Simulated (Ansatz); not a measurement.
# RbSnH3 (model cell, started as cubic perovskite with Sn in the octahedra): phonons and vibrational spectra

How does RbSnH3 (model cell, started as cubic perovskite with Sn in the octahedra) vibrate, and is this structure a minimum?

Main program and level: Ansatz 0.2.0; DFT LDA, scalar-relativistic, plane waves, PAW; PAW set soft_1.

This is a report of a sequence of runs, with most program output left out.

The structure was built from a prototype and need not be the compound's stable phase.

## (1) Starting point

Symmetry: Pm-3m, No. 221, cubic system. Conventional cell: a = 4.802 Å, b = 4.802 Å, c = 4.802 Å, α = 90.00°, β = 90.00°, γ = 90.00°. Rb has 12 H at 3.40 Å nearest. Nearest to Sn lie 6 H at 2.40 Å. H has 2 Sn at 2.40 Å nearest. Farther neighbours are not listed.

## (2) Bringing the structure to rest

Harmonic phonons are second derivatives at a point where the forces vanish, and they are wanted at zero stress, so atoms and cell are relaxed first.

Contents of input.yaml:

```yaml
crystal:
  lattice:
    - [4.802, 0.0, 0.0]
    - [0.0, 4.802, 0.0]
    - [0.0, 0.0, 4.802]
  atoms:
    - { symbol: Rb, position: [0.0, 0.0, 0.0] }
    - { symbol: Sn, position: [0.5, 0.5, 0.5] }
    - { symbol: H, position: [0.5, 0.5, 0.0] }
    - { symbol: H, position: [0.5, 0.0, 0.5] }
    - { symbol: H, position: [0.0, 0.5, 0.5] }
kpoints:
  mp_grid: { grid: [8, 8, 8] }
hamiltonian:
  xc: lda
  pseudopotentials: { kind: paw, azcp: { folder: soft_1 }, xc_functional: pbe }
scf:
  occupations: { method: gaussian, width: 0.1 }
output:
  forces: true
  stress: true
  eigenvalues: true
relax:
  adjacent_minimum: "off"
  f_tol: 0.005
  max_steps: 80
  cell: { stress_tol: 0.05 }
```

On the command line:

```console
ansatz run input.yaml --threads 4 --pin off --max-ram 16384MiB --backend cpu --events-out ev --progress --plain --runs-dir out
```

Elapsed: 7.2 s, on 4 threads of Arm Neoverse V1, shared host; peak memory 0.42 GiB.

Step by step:

| step | energy less that of the first step (eV) | largest force component (eV/Å) | pressure (GPa) | volume (Å³) |
| --- | --- | --- | --- | --- |
| 1 | 0.0000 | 0.0000 | -5.85 | 110.73 |
| 2 | -0.5143 | 0.0000 | -4.51 | 95.31 |
| 3 | -0.7864 | 0.0000 | -1.14 | 81.40 |
| 4 | -0.7960 | 0.0000 | 0.49 | 77.57 |
| 5 | -0.7973 | 0.0000 | 0.02 | 78.59 |
| 6* | -0.7941 | 0.0000 | -0.02 | 78.59 |

Relaxation steps marked * repeat the geometry before them on a plane-wave basis chosen anew for their cell, so energy and pressure can jump there.

The run keeps the 48 symmetry operations that it works with, so distortions that break them were not tested.

| conventional cell, symmetrised | before | after | change |
| --- | --- | --- | --- |
| a (Å) | 4.802 | 4.283 | -10.8 % |
| b (Å) | 4.802 | 4.283 | -10.8 % |
| c (Å) | 4.802 | 4.283 | -10.8 % |
| volume (Å³/atom) | 22.15 | 15.72 | -29.0 % |

The relaxed structure:

```xyz
5
Lattice="4.2835 0.0000 0.0000 0.0000 4.2835 0.0000 0.0000 0.0000 4.2835" Properties=species:S:1:pos:R:3 pbc="T T T"
Rb    0.0000    0.0000    0.0000
Sn    2.1417    2.1417    2.1417
H     2.1417    2.1417    0.0000
H     2.1417    0.0000    2.1417
H     0.0000    2.1417    2.1417
```

This step gave:

| Item | Value |
| --- | --- |
| pressure | -0.01833 GPa |
| volume per atom | 15.72 Å³ |
| gap on the k-mesh | 0 eV |

In this step the volume went from 22.15 to 15.72 Å³/atom.

## (3) Bringing the structure to rest

The relaxation is repeated from its end on the same settings, as a check that it has come to rest.

Edit input.yaml of step 2 so:

```diff
@@ -2,5 +2,5 @@
   lattice:
-    - [4.802, 0.0, 0.0]
-    - [0.0, 4.802, 0.0]
-    - [0.0, 0.0, 4.802]
+    - [4.283483952, 0.0, 0.0]
+    - [0.0, 4.283483952, 0.0]
+    - [0.0, 0.0, 4.283483952]
   atoms:
@@ -22,2 +22,6 @@
   eigenvalues: true
+  write_density: true
+  write_potential: true
+  elf: true
+  volumetric_format: npy
 relax:
```

The job ended after 2.1 s (4 threads; peak memory 0.38 GiB).

Little changed from the start: no atom moved by 0.005 Å and no cell edge by 0.1 %.

In this step the volume went from 15.72 to 15.72 Å³/atom.

## (4) Tight relaxation

Phonons need a cell at rest on their own settings, so the relaxation is repeated with tight tolerances on forces and stress on the k mesh and occupations of the first response run.

input.yaml, the sections that differ from step 3:

```yaml
scf:
  occupations: { method: methfessel_paxton, width: 0.2 }
output:
  forces: true
  stress: true
  eigenvalues: true
relax:
  adjacent_minimum: "off"
  f_tol: 0.001
  max_steps: 60
  cell: { stress_tol: 0.01 }
# crystal, kpoints, hamiltonian: as in step 3
```

Run time: 2.1 s. Hardware: 4 threads; peak memory 0.37 GiB; 7.3 s of CPU time.

Little changed from the start: no atom moved by 0.005 Å and no cell edge by 0.1 %.

Numbers from this step:

```yaml
pressure: 0.006622 GPa
```

The forces vanish by symmetry and the pressure is 0.007 GPa, within the tolerances set. The cell now holds 15.72 Å³/atom.

## (5) Linear response at the zone centre

The zone centre comes first: it holds the modes that light can see, as far as symmetry allows. No field response is asked, since the mesh shows no gap.

Edit input.yaml of step 4 so:

```diff
@@ -19,9 +19,4 @@
 output:
-  forces: true
-  stress: true
   eigenvalues: true
-relax:
-  adjacent_minimum: "off"
-  f_tol: 0.001
-  max_steps: 60
-  cell: { stress_tol: 0.01 }
+phonons:
+  method: dfpt
```

Wall time 20 s (4 threads); peak memory 0.76 GiB.

Numbers from this step:

| Quantity | Value |
| --- | --- |
| sum-rule residual before enforcement | 7.08e-5 eV/Å² |
| point group | m-3m |
| highest optical mode at the zone centre (no LO-TO term) | 584.4 cm⁻¹ |
| lowest optical zone-centre mode | -1287 cm⁻¹ |

Patterns of degenerate modes are one choice out of their space. The modes at Γ (shares of kinetic energy by element, %) (negative means imaginary):

| mode | frequency (cm⁻¹) | symmetry | Rb % | Sn % | H % |
| --- | --- | --- | --- | --- | --- |
| 1 | -1286.6 | T1u | 0 | 1 | 99 |
| 2 | -1286.6 | T1u | 0 | 1 | 99 |
| 3 | -1286.6 | T1u | 0 | 1 | 99 |
| 4 | 0.0 | acoustic | 41 | 57 | 1 |
| 5 | 0.0 | acoustic | 41 | 57 | 1 |
| 6 | 0.0 | acoustic | 41 | 57 | 1 |
| 7 | 83.0 | T1u | 59 | 41 | 1 |
| 8 | 83.0 | T1u | 59 | 41 | 1 |
| 9 | 83.0 | T1u | 59 | 41 | 1 |
| 10 | 569.3 | T2u | 0 | 0 | 100 |
| 11 | 569.3 | T2u | 0 | 0 | 100 |
| 12 | 569.3 | T2u | 0 | 0 | 100 |
| 13 | 584.4 | T1u | 0 | 1 | 99 |
| 14 | 584.4 | T1u | 0 | 1 | 99 |
| 15 | 584.4 | T1u | 0 | 1 | 99 |

Displacements in mode 3 (-1286.6 cm⁻¹), the largest set to 1:
```
Rb1  0.00  0.00  0.00
Sn2 -0.01  0.00  0.00
H3  -0.02  0.00  0.00
H4  -0.02  0.00  0.00
H5   1.00  0.00  0.00
```

Displacements in mode 12 (569.3 cm⁻¹), the largest set to 1:
```
Rb1  0.00  0.00  0.00
Sn2  0.00  0.00  0.00
H3   1.00  0.01  0.00
H4  -1.00  0.00 -0.01
H5   0.00 -0.01  0.01
```

Before it was imposed, the acoustic sum rule was missed by 7.1e-5 eV/Å². Small misses are needed for a sound result but don't prove that mesh and cutoff are converged. The lowest optical mode is imaginary, 1286.6i cm⁻¹, so the energy falls along it.

## (6) Phonons on a q mesh

Stability and thermal properties need the whole zone. Linear response on a 4×4×4 q mesh gives force constants as far as a supercell of that size would.

Edit input.yaml of step 5 so:

```diff
@@ -22 +22,8 @@
   method: dfpt
+  qmesh: [4, 4, 4]
+  temperatures: { t_max: 1000, t_step: 50 }
+  qpath:
+    path:
+      - [[0.0, 0.0, 0.0], [0.0, 0.5, 0.0], [0.5, 0.5, 0.0], [0.0, 0.0, 0.0], [0.5, 0.5, 0.5], [0.0, 0.5, 0.0]]
+      - [[0.5, 0.5, 0.5], [0.5, 0.5, 0.0]]
+    npoints: 10
```

Wall time 7.5 min (4 threads); peak memory 1.7 GiB; 29 min of CPU time.

Numbers from this step:

```
sum-rule residual before enforcement                    : 7.04e-5 eV/Å²
lowest frequency on the path                            : -1390 cm⁻¹
highest frequency on the path or at a solved wavevector : 1094 cm⁻¹
lowest mode on the q mesh (acoustic modes at Γ apart)   : -1390 cm⁻¹
```

Frequencies (cm⁻¹) solved at each irreducible wavevector; negative means imaginary. Frequencies by wavevector, by row:

| q in reciprocal lattice units | star | mode 1 | mode 2 | mode 3 | mode 4 | mode 13 | mode 14 | mode 15 |
| --- | --- | --- | --- | --- | --- | --- | --- | --- |
| 0 0 0 | 1 | -1287 | -1287 | -1287 | 0 | 584.4 | 584.4 | 584.4 |
| 0 0 0.25 | 6 | -1279 | -1279 | 28.2 | 28.2 | 575.1 | 575.1 | 779.5 |
| 0 0 -0.5 | 3 | -1298 | -1298 | 58.1 | 58.1 | 568.2 | 568.2 | 947.1 |
| 0 0.25 0.25 | 12 | -1289 | 37 | 42 | 67.1 | 611.5 | 713.9 | 843.8 |
| 0 0.25 -0.5 | 12 | -1327 | 56.9 | 57.4 | 60.4 | 659.3 | 744.5 | 964.2 |
| 0 -0.5 -0.5 | 3 | -1390 | 57.1 | 58.4 | 58.4 | 728.4 | 842.8 | 1006 |
| 0.25 0.25 0.25 | 8 | 51.8 | 51.8 | 61.2 | 100 | 674.9 | 855.7 | 855.7 |
| 0.25 0.25 -0.5 | 12 | 56.9 | 60.2 | 65.1 | 99.3 | 649.2 | 854.4 | 988.9 |
| 0.25 -0.5 -0.5 | 6 | 64.6 | 64.6 | 64.6 | 103.3 | 717.8 | 937.5 | 1024 |
| -0.5 -0.5 -0.5 | 1 | 71 | 71 | 71 | 125 | 707.3 | 1027 | 1027 |

Interpolated from a 4×4×4 q mesh. The phonon branches at the labelled points (cm⁻¹):

| point | branch 1 | branch 2 | branch 3 | branch 4 | branch 12 | branch 13 | branch 14 | branch 15 |
| --- | --- | --- | --- | --- | --- | --- | --- | --- |
| Γ | -1287 | -1287 | -1287 | 0 | 569 | 584 | 584 | 584 |
| halfway | -1279 | -1279 | 28 | 28 | 551 | 575 | 575 | 780 |
| X | -1298 | -1298 | 58 | 58 | 548 | 568 | 568 | 947 |
| halfway | -1327 | 57 | 57 | 60 | 545 | 659 | 744 | 964 |
| M | -1390 | 57 | 58 | 58 | 454 | 728 | 843 | 1006 |
| halfway | -1289 | 37 | 42 | 67 | 550 | 612 | 714 | 844 |
| Γ | -1287 | -1287 | -1287 | 0 | 569 | 584 | 584 | 584 |
| halfway | 52 | 52 | 61 | 100 | 598 | 675 | 856 | 856 |
| R | 71 | 71 | 71 | 125 | 707 | 707 | 1027 | 1027 |
| halfway | 57 | 60 | 65 | 99 | 639 | 649 | 854 | 989 |
| X | -1298 | -1298 | 58 | 58 | 548 | 568 | 568 | 947 |
| jump to R | 71 | 71 | 71 | 125 | 707 | 707 | 1027 | 1027 |
| halfway | 65 | 65 | 65 | 103 | 627 | 718 | 938 | 1024 |
| M | -1390 | 57 | 58 | 58 | 454 | 728 | 843 | 1006 |

The phonon density of states has structure finer than the step of the table below, so its rows give means over 100 cm⁻¹, whole bins alone (the curve runs from -1390 to 1110 cm⁻¹). Peaks (cm⁻¹: height): 70.0: 0.0802, 570.0: 0.0367.

Tetrahedra on a 16×16×16 mesh, mean over bins of 20 cm-1. Interpolated from a 4×4×4 q mesh. Table of phonon density of states by wavenumber; means over each step:

| wavenumber (cm⁻¹) | phonon density of states (1/cm⁻¹/cell) |
| --- | --- |
| -1300 | 0.00198 |
| -1200 | 0.00250 |
| -1100 | 0.00121 |
| -1000 | 0.00118 |
| -900 | 0.00104 |
| -800 | 5.9e-4 |
| -700 | 5.7e-4 |
| -600 | 5.6e-4 |
| -500 | 5.5e-4 |
| -400 | 5.8e-4 |
| -300 | 6.4e-4 |
| -200 | 9.1e-4 |
| -100 | 0.00106 |
| 0 | 0.00978 |
| 100 | 0.0484 |
| 200 | 0.00129 |
| 300 | 0.00283 |
| 400 | 0.0134 |
| 500 | 0.0179 |
| 600 | 0.0204 |
| 700 | 0.00819 |
| 800 | 0.00198 |
| 900 | 0.00341 |
| 1000 | 0.00641 |

The partial phonon density of states has structure finer than the step of the table below, so its rows give means over 100 cm⁻¹, whole bins alone (the curve runs from -1396 to 1135 cm⁻¹). Peaks (cm⁻¹: height): H -1141.2: 0.00659, -679.7: 0.00431, 561.7: 0.0310, 1039.2: 0.00853; Rb 52.4: 0.0487; Sn 100.2: 0.0404.

Phonopy on the run's constants, 13x13x13 mesh, Gaussian sigma 18.1 cm-1. Interpolated from a 4×4×4 q mesh. The partial phonon density of states by wavenumber; means over each step; values in 1/cm⁻¹/cell:

| wavenumber (cm⁻¹) | H | Rb | Sn |
| --- | --- | --- | --- |
| -1300 | 0.00202 | 0 | 6.4e-6 |
| -1200 | 0.00243 | 0 | 8.1e-6 |
| -1100 | 0.00219 | 0 | 9.4e-6 |
| -1000 | 0 | 0 | 0 |
| -900 | 0 | 0 | 0 |
| -800 | 4.3e-4 | 0 | 1.7e-6 |
| -700 | 0.00328 | 0 | 2.0e-5 |
| -600 | 8.7e-4 | 0 | 6.9e-6 |
| -500 | 0 | 0 | 0 |
| -400 | 0 | 0 | 0 |
| -300 | 0 | 0 | 0 |
| -200 | 0 | 0 | 0 |
| -100 | 0 | 0 | 0 |
| 0 | 7.0e-5 | 0.00921 | 0.00326 |
| 100 | 3.3e-4 | 0.0207 | 0.0258 |
| 200 | 5.6e-6 | 8.4e-5 | 5.1e-4 |
| 300 | 0.00227 | 0 | 8.4e-6 |
| 400 | 0.0139 | 0 | 8.3e-5 |
| 500 | 0.0193 | 0 | 9.5e-5 |
| 600 | 0.0205 | 0 | 8.5e-5 |
| 700 | 0.00856 | 0 | 2.1e-5 |
| 800 | 9.2e-4 | 0 | 4.3e-6 |
| 900 | 0.00358 | 0 | 9.3e-6 |
| 1000 | 0.00625 | 0 | 1.7e-5 |

Symmetry leaves 10 wavevectors to solve. The lowest mode among them, the acoustic zeros apart, lies at q = (0, -0.5, -0.5) and is imaginary, 1390.3i cm⁻¹, so the energy falls along it.

## (7) Summary of results

```json
{
  "space group after relaxation (within 0.01 Å)": "Pm-3m",
  "volume per atom": "15.7 Å³",
  "electronic character": "no gap on this mesh",
  "highest optical mode at the zone centre (no LO-TO term)": "584 cm⁻¹",
  "lowest optical zone-centre mode": "-1287 cm⁻¹",
  "lowest mode on the q mesh (acoustic modes at Γ apart)": "-1390 cm⁻¹",
  "highest frequency on the path or at a solved wavevector": "1094 cm⁻¹",
  "imaginary modes on the 4×4×4 q mesh": "yes"
}
```

In words: Modes are clearly imaginary (beyond 10i cm⁻¹) at 6 of the 10 irreducible wavevectors, most at q = (0, -0.5, -0.5) (1390.3i cm⁻¹), so this structure is not a minimum of the energy. The optical modes at Γ span -1287 to 584 cm⁻¹ (negative means imaginary). The highest mode in this list at Γ, 584.4 cm⁻¹, is mostly motion of H (99 % of the kinetic energy). With no gap, or one that is small against the smearing, the frequencies hang on the k mesh and the smearing, most of all near Kohn anomalies. Spin-orbit coupling is left out, which can matter for the heavy elements here. The PAW files were made for PBE and serve the other functionals too. The starting cell was built on a prototype and not taken from a measurement, so the phase need not exist. These are harmonic frequencies at zero temperature: anharmonic shifts, linewidths and thermal expansion are left out.

[Logs are printed without paths, hosts, clocks, repeated set-up lines and the standing remarks that a program may print on its own settings, such as how far it seeks lower states.]

[Hosts, paths, dates, database ids (printed as entryN), source tags and the programs' standing remarks are cut or masked in the printed files.]
